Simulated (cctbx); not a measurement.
**Diagnosing a refinement**

Cell a = 12.7380 Å, b = 12.7380 Å, c = 16.1460 Å, α = 90.00°, β = 90.00°, γ = 120.00°; space group R-3c (no. 167).

Simulated single-crystal data (cctbx): Mo Kα, λ = 0.71073 Å, to d = 0.65 Å, 95 % of the full sphere, strongest reflection 20000 counts, noise from counting, a 4 % proportional error and a noise floor of 2 counts (s.d.); no absorption, and some extinction, which the refinements don't model.

An anisotropic refinement with weights 1/σ² prints:

```text
Rint 0.034, 35 unique reflections to 2.02 A
cycle     R1     wR2    GooF  max shift (A)
   1  0.0153  0.0298   2.107   0.00548
   2  0.0124  0.0248   1.754   0.00000
final R1 0.0124 wR2 0.0248 GooF 1.754  parameters 18  data/parameter 1.9
atom        x        y        z      Ueq    occ   su(xyz)  su(Uiso or U11)
Br1    0.62432  0.00000  0.25000   0.0042  1.000  0.00017  0.0036
Br2    0.33333  0.66667  0.91667   0.0024  1.000  0.00000  0.0038
K1     0.84835  0.03144  0.09919   0.0061  1.000  0.00032  0.0066
O1     0.33333  0.66667  0.16667  -0.0005  1.000  0.00000  0.0158  NPD
difference map: max 0.09 min -0.13 rms 0.04
Q1    0.0000  0.1505  0.7500   18    0.09  1.92 A from Br2
Q2    0.0819  0.5205  0.8094   36    0.09  1.87 A from Br1
Q3    0.0370  0.1481  0.8056   36    0.07  1.61 A from K1
Q4    0.0000  0.0000  0.1674   12    0.06  1.33 A from Br2
Q5    0.1150  0.2204  0.3280   36    0.06  1.43 A from K1
Q6    0.9982  0.3198  0.2160   36    0.06  2.20 A from Br1
```

**Question.** Can this result stand? If not, what is the likely fault?

Mend it. The fault: data cut at low resolution. Against the right model at the same level, R1 goes from 0.0110 to 0.0124 and GooF from 1.03 to 1.75 and O1 goes non-positive-definite. The atoms are right, but there are too few data for the parameters: R1 flatters and the s.u.s grow. Data per parameter fall from 53.3 to 1.9.

The compound is K6Br4O. The right model at the same level gives:

```text
Rint 0.042, 959 unique reflections to 0.65 A
cycle     R1     wR2    GooF  max shift (A)
   1  0.0156  0.0382   1.572   0.00013
   2  0.0110  0.0249   1.026   0.00000
final R1 0.0110 wR2 0.0249 GooF 1.026  parameters 18  data/parameter 53.3
atom        x        y        z      Ueq    occ   su(xyz)  su(Uiso or U11)
Br1    0.62421  0.00000  0.25000   0.0041  1.000  0.00001  0.0000
Br2    0.33333  0.66667  0.91667   0.0038  1.000  0.00000  0.0001
K1     0.84808  0.03098  0.09910   0.0060  1.000  0.00002  0.0001
O1     0.33333  0.66667  0.16667   0.0068  1.000  0.00000  0.0004
difference map: max 0.27 min -0.58 rms 0.10
Q1    0.0078  0.1984  0.7195   36    0.28  2.02 A from K1
Q2    0.0044  0.1826  0.0484   36    0.27  1.82 A from Br1
Q3    0.0023  0.4010  0.1647   36    0.26  1.78 A from Br1
Q4    0.0474  0.0976  0.1656   36    0.26  1.74 A from Br2
Q5    0.0011  0.1804  0.1329   36    0.25  1.92 A from Br1
Q6    0.0406  0.5045  0.5389   36    0.25  1.42 A from K1
```

Isotropic U is held between 0.0001 and 1 Å² by the program, and listed peak heights are interpolated, so they can pass the grid's maximum.

The model was made for the exercise: a known structure type with other elements put in, its volume estimated, not relaxed; displacement parameters are assumed.

[Middle refinement cycles are left out of these outputs.]

[Logs are printed without paths, hosts, clocks, repeated set-up lines and the standing remarks that a program may print on its own settings, such as how far it seeks lower states.]
